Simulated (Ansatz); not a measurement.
# RbSbS3 (model cell, started as cubic perovskite with Sb in the octahedra): following an unstable mode, part 2 of 2

Aim: this structure of RbSbS3 (model cell, started as cubic perovskite with Sb in the octahedra) is to be tested for unstable modes, and one is followed downhill.

Ansatz 0.2.0; DFT PBEsol, scalar-relativistic, plane waves, PAW; PAW set soft_1.

So far, highest frequency on the path or at a solved wavevector (cm⁻¹): step 2 (the dispersion) 270. Also lowest frequency on the path (cm⁻¹): step 2 -126.

The structure was built from a prototype and need not be the compound's stable phase.

## 6. Relaxation from the frozen mode

Starting from the lowest point found, all atoms and the cell are let go, so that strain and other modes of the same symmetry can join in.

input.yaml reads:

```yaml
crystal:
  lattice:
    - [5.0714313962, 0.0, 0.0]
    - [0.0, 5.0714313962, 0.0]
    - [0.0, 0.0, 10.1428627923]
  atoms:
    - { symbol: Rb, position: [0.0, 0.0, 0.0] }
    - { symbol: Rb, position: [0.0, 0.0, 0.5] }
    - { symbol: Sb, position: [0.5, 0.5, 0.25] }
    - { symbol: Sb, position: [0.5, 0.5, 0.75] }
    - { symbol: S, position: [0.5, 0.5, 0.5] }
    - { symbol: S, position: [0.5, 0.5, 0.0] }
    - { symbol: S, position: [0.5, 0.0, 0.1908451034] }
    - { symbol: S, position: [0.5, 0.0, 0.8091548966] }
    - { symbol: S, position: [0.0, 0.5, 0.3091548966] }
    - { symbol: S, position: [0.0, 0.5, 0.6908451034] }
kpoints:
  mp_grid: { grid: [8, 8, 4] }
hamiltonian:
  xc: pbesol
  pseudopotentials: { kind: paw, azcp: { folder: soft_1 }, xc_functional: pbe }
scf:
  occupations: { method: methfessel_paxton, width: 0.2 }
output:
  forces: true
  stress: true
  eigenvalues: true
relax:
  adjacent_minimum: "off"
  f_tol: 0.002
  max_steps: 120
  cell: { stress_tol: 0.03 }
```

On the command line:

```console
ansatz run input.yaml --threads 8 --pin off --max-ram 16384MiB --backend cpu --events-out ev --progress --plain --runs-dir out
```

Numbers of over 12 decimals in the logs are rounded to 6 here.

The program printed:

```text
[...]
Crystal: 10 atoms, lattice volume = 260.869 Å³
Basis set: ecut = 420 eV, 5077 PW (Γ), exchange–correlation on 72×72×144 points (8 copies of the dense FFT grid, shifted against one another)
Bands: 52, of which v1, the nominal top of the filled ones, is band 42 counted from 1 (41 counted from 0)
Symmetry: 16 space group operations
[...]
k-points: 45 of 256
[...]
SCF iter   1: F=—  HF=-24566.161867 eV  |F-HF|=—  |Δ(HF+E_count)|=         —  Δρ=3.44e-2  dr2=8.27e0  ethr=3.10e-3  ⟨swp⟩=9.7  Hψ=11728  notcnv=0
[...]
SCF iter  10: F=-24562.919347 eV  HF=-24562.919347 eV  |F-HF|=5.94e-8  |Δ(HF+E_count)|=   3.59e-7  S|Δr|=    0.00e0  Δρ=3.96e-6  dr2=6.73e-8  ethr=1.19e-10  ⟨swp⟩=16.0  Hψ=16073  notcnv=0
SCF 1 converged in 10 iterations: F = -24562.919347 eV  dr2 = 6.73e-8
[...]
relax step   1: F+E_penalty+E_count = -24562.91934659 eV  Δ(F+E_penalty+E_count) = +0.000e0 eV  max|allowed force component| = 1.780e-1 eV/Å  Δτ_max = 0.0000 Å  P = -0.098 GPa  Ω = 260.869 Å³  (10 SCF iters, dr2 threshold 1.00e-7 eV, accepted)
Crystal: 10 atoms, lattice volume = 259.451 Å³
Basis set: ecut = 420 eV, 5111 PW (Γ), exchange–correlation on 72×72×144 points (8 copies of the dense FFT grid, shifted against one another)
[...]
SCF iter   6: F=-24563.001991 eV  HF=-24563.001991 eV  |F-HF|=4.11e-8  |Δ(HF+E_count)|=   6.99e-7  S|Δr|=    0.00e0  Δρ=3.17e-6  dr2=5.37e-8  ethr=1.19e-9  ⟨swp⟩=9.7  Hψ=11233  notcnv=0
the search or the solves at the SCF's close seem to have found levels that the self-consistency loop had missed (the run counts 1). By its estimate they hold under 1e-12 electrons; where the run keeps them, the occupations were computed again with them
SCF 2 converged in 6 iterations: F = -24563.001991 eV  dr2 = 5.37e-8
relax step   2: F+E_penalty+E_count = -24563.00199088 eV  Δ(F+E_penalty+E_count) = -8.264e-2 eV  max|allowed force component| = 9.236e-2 eV/Å  Δτ_max = 0.0605 Å  P = +0.083 GPa  Ω = 259.451 Å³  energy of the carried Pulay correction = +1.393e-4 eV  (6 SCF iters, dr2 threshold 1.00e-6 eV, accepted)
Crystal: 10 atoms, lattice volume = 259.943 Å³
[...]
SCF iter   5: F=-24563.008933 eV  HF=-24563.008933 eV  |F-HF|=6.81e-8  |Δ(HF+E_count)|=   4.44e-7  S|Δr|=    0.00e0  Δρ=4.47e-6  dr2=9.26e-8  ethr=6.35e-10  ⟨swp⟩=9.0  Hψ=11371  notcnv=0
SCF 3 converged in 5 iterations: F = -24563.008933 eV  dr2 = 9.26e-8
relax step   3: F+E_penalty+E_count = -24563.00893313 eV  Δ(F+E_penalty+E_count) = -6.942e-3 eV  max|allowed force component| = 2.774e-2 eV/Å  Δτ_max = 0.0264 Å  P = -0.025 GPa  Ω = 259.943 Å³  energy of the carried Pulay correction = +9.083e-5 eV  (5 SCF iters, dr2 threshold 5.33e-7 eV, accepted)
[...]
relax step   4: F+E_penalty+E_count = -24563.01066992 eV  Δ(F+E_penalty+E_count) = -1.737e-3 eV  max|allowed force component| = 1.481e-3 eV/Å  Δτ_max = 0.0152 Å  P = -0.024 GPa  Ω = 259.907 Å³  energy of the carried Pulay correction = +9.430e-5 eV  (5 SCF iters, dr2 threshold 5.14e-8 eV, accepted)
[...]
relax step   5: F+E_penalty+E_count = -24563.01071865 eV  Δ(F+E_penalty+E_count) = -4.873e-5 eV  max|allowed force component| = 1.472e-4 eV/Å  Δτ_max = 0.0016 Å  P = +0.006 GPa  Ω = 259.747 Å³  energy of the carried Pulay correction = +1.101e-4 eV  (5 SCF iters, dr2 threshold 3.79e-9 eV, accepted)
[...]
SCF iter   4: F=-24563.010683 eV  HF=-24563.010683 eV  |F-HF|=7.28e-12  |Δ(HF+E_count)|=  1.38e-10  S|Δr|=    0.00e0  Δρ=8.64e-8  dr2=2.18e-11  ethr=1.00e-12  ⟨swp⟩=10.9  Hψ=12599  notcnv=0
SCF 6 converged in 4 iterations: F = -24563.010683 eV  dr2 = 2.18e-11
relax step   6: F+E_penalty+E_count = -24563.01068264 eV  Δ(F+E_penalty+E_count) = +3.601e-5 eV  max|allowed force component| = 1.349e-4 eV/Å  Δτ_max = 0.0000 Å  P = +0.007 GPa  Ω = 259.747 Å³  stress off target by 7.20e-3 GPa  SCF on the basis re-selected at this cell (its energy is not comparable with the rows above)  (4 SCF iters)
basis re-selected at this cell: Δ(F+E_penalty+E_count) = +3.601e-5 eV, ΔP = +0.000 GPa vs the last step (what re-selecting the basis moved, of the pressure what is left beyond the Pulay correction that the steps carried, after the strain that the cell walked since its last selection, with what the two solves' SCF thresholds leave and, on support functions, any second-order correction that the steps lacked; it is no m [...]
SCF converged after 4 iterations
[...]
Free energy (F): -24563.010683 eV
[...]
Internal energy: -24563.013652 eV  (E = F + TS)
E sigma→0 (E₀):  -24563.011425 eV
Entropy (-TS):   0.002969 eV (0.297 meV/atom)
Fermi energy:    5.532504 eV
[...]
--- Forces (eV/Å), atoms counted from 1 ---
  atom   1  Rb     0.00000000    -0.00000000     0.00000000
  atom   2  Rb     0.00000000     0.00000000     0.00000000
  atom   3  Sb     0.00000000     0.00000000    -0.00000000
  atom   4  Sb     0.00000000     0.00000000    -0.00000000
  atom   5  S      0.00000000    -0.00000000     0.00000000
  atom   6  S     -0.00000000     0.00000000     0.00000000
  atom   7  S     -0.00000000     0.00000000     0.00013494
  atom   8  S     -0.00000000     0.00000000    -0.00013494
  atom   9  S      0.00000000     0.00000000    -0.00013494
  atom  10  S      0.00000000     0.00000000     0.00013494
  max |Σ_I F_I| component: 8.33e-17 eV/Å
--- Stress (GPa, compression-positive) ---
        0.006641       0.000000       0.000000
        0.000000       0.006641       0.000000
        0.000000       0.000000       0.007201
  P = ⅓ Tr σ = 0.0068 GPa (0.068 kbar)
--- Band table (eV; the first three rows and the last of 45) ---
  k-point 0: bands = [... 38 lower, 4.8242, 4.8242, 5.1183, 5.2589, 5.2589, 6.5661, 6.9540, 9.8002, ... 6 higher]
  k-point 1: bands = [... 38 lower, 4.9383, 4.9383, 5.1794, 5.2120, 5.2120, 5.8521, 8.1599, 9.9630, ... 6 higher]
  k-point 2: bands = [... 38 lower, 5.0925, 5.0925, 5.0930, 5.0930, 5.4038, 5.4038, 9.6696, 9.6696, ... 6 higher]
  k-point 44: bands = [... 38 lower, 4.9771, 4.9771, 5.4369, 5.4369, 7.1971, 7.1971, 7.8657, 7.8657, ... 6 higher]
--- Relaxed structure (5 steps of the walk, 5 accepted, 1 SCFs on fresh bases) ---
  F+E_penalty+E_count = -24563.01068264 eV   max|allowed force component| = 1.349e-4 eV/Å   (the final SCF, on the basis selected at the relaxed cell)
  cell:  # Å, volume = 259.7467 Å³
    - [4.993167, 0, 0.0]
    - [0, 4.993167, 0.0]
    - [0.0, 0.0, 10.418327]
  atoms:
    - { symbol: Rb, position: [0, 0, 0.0] }
    - { symbol: Rb, position: [0, 0, 0.500000] }
    - { symbol: Sb, position: [0.500000, 0.500000, 0.250000] }
    - { symbol: Sb, position: [0.500000, 0.500000, 0.750000] }
    - { symbol: S, position: [0.500000, 0.500000, 0.500000] }
    - { symbol: S, position: [0.500000, 0.500000, 0.0] }
    - { symbol: S, position: [0.500000, 0, 0.192548] }
    - { symbol: S, position: [0.500000, 0, 0.807452] }
    - { symbol: S, position: [0, 0.500000, 0.307452] }
    - { symbol: S, position: [0, 0.500000, 0.692548] }
```

The job ended after 23 s (8 threads of Arm Neoverse V2, shared host; peak memory 1.2 GiB).

The steps of the relaxation:

```tsv
step	energy less that of the first step (eV)	largest force component (eV/Å)	pressure (GPa)	volume (Å³)
1	0.0000	0.1780	-0.10	260.87
2	-0.0826	0.0924	0.08	259.45
3	-0.0896	0.0277	-0.02	259.94
4	-0.0913	0.0015	-0.02	259.91
5	-0.0914	0.0001	0.01	259.75
6*	-0.0913	0.0001	0.01	259.75
```

Relaxation steps marked * repeat the geometry before them on a plane-wave basis chosen anew for their cell, so energy and pressure can jump there.

The run keeps the 16 symmetry operations that it works with, so distortions that break them were not tested.

```tsv
conventional cell, symmetrised	before	after	change
a (Å)	5.071	4.993	-1.5 %
b (Å)	5.071	4.993	-1.5 %
c (Å)	10.143	10.418	+2.7 %
volume (Å³/atom)	26.09	25.97	-0.4 %
```

The atoms that moved most (Å, as changes of fractional coordinates times the final cell):

```tsv
atom	dx	dy	dz	length
S8	0.000	0.000	-0.018	0.018
S9	0.000	0.000	-0.018	0.018
S7	0.000	0.000	0.018	0.018
S10	0.000	0.000	0.018	0.018
```

Numbers from this step:

```
pressure        : 0.006828 GPa
volume per atom : 25.97 Å³
```

The distorted start has space group P4_2/mmc; the relaxation ends in P4_2/mmc.

## 7. The new phase in its own primitive cell

The relaxed structure is symmetrised, reduced to its primitive cell and relaxed tightly, as its phonons need.

input.yaml, the sections that differ from step 6:

```yaml
crystal:
  lattice:
    - [4.9931665696, 0.0, 0.0]
    - [0.0, 4.9931665696, 0.0]
    - [0.0, 0.0, 10.4183272657]
  atoms:
    - { symbol: Rb, position: [0.0, 0.0, 0.0] }
    - { symbol: Rb, position: [0.0, 0.0, 0.5] }
    - { symbol: Sb, position: [0.5, 0.5, 0.25] }
    - { symbol: Sb, position: [0.5, 0.5, 0.75] }
    - { symbol: S, position: [0.5, 0.5, 0.5] }
    - { symbol: S, position: [0.5, 0.5, 0.0] }
    - { symbol: S, position: [0.5, 0.0, 0.1925476471] }
    - { symbol: S, position: [0.5, 0.0, 0.8074523529] }
    - { symbol: S, position: [0.0, 0.5, 0.3074523529] }
    - { symbol: S, position: [0.0, 0.5, 0.6925476471] }
relax:
  adjacent_minimum: "off"
  f_tol: 0.001
  max_steps: 60
  cell: { stress_tol: 0.01 }
# kpoints, hamiltonian, scf, output: as in step 6
```

The program printed:

```text
[...]
Crystal: 10 atoms, lattice volume = 259.747 Å³
Basis set: ecut = 420 eV, 5103 PW (Γ), exchange–correlation on 72×72×144 points (8 copies of the dense FFT grid, shifted against one another)
Bands: 52, of which v1, the nominal top of the filled ones, is band 42 counted from 1 (41 counted from 0)
Symmetry: 16 space group operations
[...]
k-points: 45 of 256
[...]
- { symbol: Sb, position: [0.500000, 0.500000, 0.25] }
    - { symbol: Sb, position: [0.500000, 0.500000, 0.75] }
    - { symbol: S, position: [0.500000, 0.500000, 0.5] }
    - { symbol: S, position: [0.500000, 0.500000, 0.0] }
    - { symbol: S, position: [0.500000, 0.0, 0.1925476471] }
    - { symbol: S, position: [0.500000, 0.0, 0.8074523529] }
    - { symbol: S, position: [0.0, 0.500000, 0.3074523529] }
    - { symbol: S, position: [0.0, 0.500000, 0.6925476471] }
[key lines of the parts left out:]
SCF converged after 5 iterations
Free energy (F): -24563.010683 eV
Fermi energy:    5.532504 eV
P = ⅓ Tr σ = 0.0068 GPa (0.068 kbar)
```

Elapsed: 9.5 s, on 8 threads; peak memory 1.1 GiB.

Little changed from the start: no atom moved by 0.005 Å and no cell edge by 0.1 %.

The largest force component left is 0.13 meV/Å and the pressure is 0.007 GPa, within the tolerances set. The cell now holds 25.97 Å³/atom.

## 8. Modes of the new phase, k-mesh 8×8×4

A relaxed structure may still be a saddle point, so its zone-centre modes are computed. No field response is asked, since the mesh shows no gap.

Edit input.yaml of step 7 so:

```diff
@@ -24,9 +24,4 @@
 output:
-  forces: true
-  stress: true
   eigenvalues: true
-relax:
-  adjacent_minimum: "off"
-  f_tol: 0.001
-  max_steps: 60
-  cell: { stress_tol: 0.01 }
+phonons:
+  method: dfpt
```

The program printed:

```text
zone centre: on kpoints.mp_grid the ground state, and the responses unless they are solved on pairs of k-points, stand on 75 of the mesh's 256 k-points, reduced under 4 symmetry operations, with k and −k counted as one. Each operation leaves every solved displacement unchanged or reverses it
[...]
Crystal: 10 atoms, lattice volume = 259.747 Å³
Basis set: ecut = 420 eV, 5103 PW (Γ), exchange–correlation on 72×72×144 points (8 copies of the dense FFT grid, shifted against one another)
Bands: 52, of which v1, the nominal top of the filled ones, is band 42 counted from 1 (41 counted from 0)
Symmetry: 16 space group operations
k-points: 75 of 256 (irreducible under 4 space group operations, time reversal used)
[...]
SCF iter   1: F=—  HF=-24566.224276 eV  |F-HF|=—  |Δ(HF+E_count)|=         —  Δρ=3.44e-2  dr2=8.20e0  ethr=3.10e-3  ⟨swp⟩=10.0  Hψ=19613  notcnv=0
[...]
SCF iter  14: F=-24563.010683 eV  HF=-24563.010683 eV  |F-HF|=7.28e-12  |Δ(HF+E_count)|=  2.55e-11  S|Δr|=    0.00e0  Δρ=5.07e-8  dr2=8.16e-12  ethr=1.00e-12  ⟨swp⟩=18.1  Hψ=29863  notcnv=0
SCF 1 converged in 14 iterations: F = -24563.010683 eV  dr2 = 8.16e-12
[...]
DFPT response loops at Γ: preconditioner auto → Kerker (q_TF=auto, 2.260 Å⁻¹) (partly filled bands, converged f_vac=0.024); β = 1.00, the filter's whole step (`scf.mixing.beta` (0.50) is not read by the response loops under this deck's `scf.mixing.preconditioner`; to damp them name `kerker` or `kerker_dos`, under which they read `scf.mixing.beta`, and type it under 1.00, their step now; both keys bind the ground state too); Broyden in place of MSR1
SCF converged after 14 iterations
[...]
Free energy (F): -24563.010683 eV
[...]
Internal energy: -24563.013652 eV  (E = F + TS)
E sigma→0 (E₀):  -24563.011425 eV
Entropy (-TS):   0.002969 eV (0.297 meV/atom)
Fermi energy:    5.532504 eV
Step filling:    the computed levels leave a gap of 0.0000 eV = 0.0 smearing widths at the electron count; against every level under it full and every level over it empty, smearing changes F+E_penalty+E_count by +2.136 meV and its σ→0 estimate by +1.394 meV
[...]
--- Band table (eV; the first three rows and the last of 75) ---
  k-point 0: bands = [... 38 lower, 4.8242, 4.8242, 5.1183, 5.2589, 5.2589, 6.5661, 6.9540, 9.8002, ... 6 higher]
  k-point 1: bands = [... 38 lower, 4.9383, 4.9383, 5.1794, 5.2120, 5.2120, 5.8521, 8.1599, 9.9630, ... 6 higher]
  k-point 2: bands = [... 38 lower, 5.0926, 5.0926, 5.0930, 5.0930, 5.4038, 5.4038, 9.6696, 9.6696, ... 6 higher]
  k-point 74: bands = [... 38 lower, 4.9771, 4.9771, 5.4369, 5.4369, 7.1971, 7.1971, 7.8657, 7.8657, ... 6 higher]
--- Phonons (Γ-DFPT): 11 representative perturbations + reference, on 75 of 256 k-points (Σ response iterations 33) ---
  k mesh reduced under 4 symmetry operations, with k and −k counted as one. Each operation leaves every solved displacement unchanged or reverses it
  ASR residual: 8.035e-5 → 0.000e0 eV/Å²; symmetrization residual: 7.687e-6 eV/Å²
  ASR residual per site (eV/Å²): 8.03e-5 8.03e-5 4.98e-5 4.98e-5 3.79e-5 3.79e-5 1.37e-5 1.37e-5 1.37e-5 1.37e-5
  Γ frequencies (cm⁻¹): -54.17 -54.17 -18.03 -18.03 0.00 0.00 0.00 12.49 25.32 25.32 62.57 62.57 73.24 82.63 82.63 105.55 105.55 116.95 128.27 133.45 148.25 148.25 155.85 157.09 177.92 194.07 194.07 211.61 211.81 211.81
  non-analytic LO–TO correction: not included (Born effective charges unavailable; polar crystals: no LO–TO splitting at Γ)
```

Run time: 2.3 min. Hardware: 8 threads; peak memory 3.4 GiB.

Numbers from this step:

- sum-rule residual before enforcement: 8.03e-5 eV/Å²
- point group: 4/mmm
- highest optical mode at the zone centre (no LO-TO term): 211.8 cm⁻¹
- lowest optical zone-centre mode: -54.17 cm⁻¹

Patterns of degenerate modes are one choice out of their space. The modes at Γ (shares of kinetic energy by element, %) (negative means imaginary):

```tsv
mode	frequency (cm⁻¹)	symmetry	Rb %	Sb %	S %
1	-54.2	Eu	22	16	62
2	-54.2	Eu	22	16	62
3	-18.0	Eu	30	31	39
4	-18.0	Eu	30	31	39
5	0.0	acoustic	28	40	32
6	0.0	acoustic	28	40	32
7	0.0	acoustic	28	40	32
8	12.5	B2u	60	0	40
9	25.3	Eg	0	91	9
10	25.3	Eg	0	91	9
11	62.6	Eu	60	5	35
12	62.6	Eu	60	5	35
13	73.2	A2u	49	48	3
14	82.6	Eg	0	2	98
15	82.6	Eg	0	2	98
16	105.5	Eu	13	0	87
17	105.5	Eu	13	0	87
18	117.0	A2u	19	12	69
19	128.3	B2u	40	0	60
20	133.4	B1g	0	48	52
21	148.2	Eu	45	1	54
22	148.2	Eu	45	1	54
23	155.8	A1g	0	0	100
24	157.1	A2u	4	0	96
25	177.9	B1g	0	52	48
26	194.1	Eg	0	7	93
27	194.1	Eg	0	7	93
28	211.6	B2u	0	0	100
29	211.8	Eu	2	7	90
30	211.8	Eu	2	7	90
```

Displacements in mode 1 (-54.2 cm⁻¹), the largest set to 1:
```
Rb1  0.00  0.36  0.00
Rb2 -0.01 -0.06  0.00
Sb3  0.00 -0.19  0.00
Sb4  0.00 -0.19  0.00
S5  -0.02 -0.10  0.00
S6   0.00  1.00  0.00
S7   0.00 -0.08  0.00
S8   0.00 -0.08  0.00
S9   0.00 -0.06  0.00
S10  0.00 -0.06  0.00
```

Displacements in mode 8 (12.5 cm⁻¹), the largest set to 1:
```
Rb1  0.00  0.00 -1.00
Rb2  0.00  0.00  1.00
Sb3  0.00  0.00  0.00
Sb4  0.00  0.00  0.00
S5   0.00  0.00 -0.16
S6   0.00  0.00  0.16
S7   0.00  0.00 -0.93
S8   0.00  0.00 -0.93
S9   0.00  0.00  0.93
S10  0.00  0.00  0.93
```

Before it was imposed, the acoustic sum rule was missed by 8.0e-5 eV/Å². Small misses are needed for a sound result but don't prove that mesh and cutoff are converged. The lowest optical mode is imaginary, 54.2i cm⁻¹, so the energy falls along it.

## 9. Summary of results

* unstable mode of the parent: q = (0, 0, -0.5), 126i cm⁻¹
* depth at the lowest point sampled: 28.2 meV/atom
* largest atomic shift at that point: 0.6 Å
* space group reached (within 0.01 Å): P4_2/mmc
* energy gained over the parent (first relaxation, on the mesh of the frozen mode): 37.4 meV/atom
* volume per atom, phase reached: 26.0 Å³
* lowest optical zone-centre mode, phase reached: -54.2 cm⁻¹
* highest optical mode at the zone centre (no LO-TO term), phase reached: 212 cm⁻¹

What this shows: Along this mode the structure falls into P4_2/mmc, 37.4 meV/atom below the parent. At the parent's cell the well is 28.18 meV/atom deep on the steps tried, with its lowest point at a shift of 0.6 Å. That is the last step tried, so the steps alone don't bracket the bottom of the well. Relaxing atoms and cell changes the gain by +9.19 meV/atom against the lowest step (energies at zero smearing). The new phase still has an imaginary mode at the zone centre of its cell, so it is a saddle point on the way to a lower structure. Of the 4 patterns followed to their end from this parent, this one reaches the lowest energy. Each path keeps the symmetry of its pattern, so a lower phase may lie along a pattern not tried. With no gap, or one that is small against the smearing, the frequencies hang on the k mesh and the smearing, most of all near Kohn anomalies. A semilocal functional can close a gap that the real compound would have, so the metallic treatment may be an artefact of the level. Spin-orbit coupling is left out, which can matter for the heavy elements here. The PAW files were made for PBE and serve the other functionals too. A phonon run warned that its eigensolver left some bands unconverged in a pass. The starting cell was built on a prototype and not taken from a measurement, so the phase need not exist.

[Logs are printed without paths, hosts, clocks, repeated set-up lines and the standing remarks that a program may print on its own settings, such as how far it seeks lower states.]

[Hosts, paths, dates, database ids (printed as entryN), source tags and the programs' standing remarks are cut or masked in the printed files.]
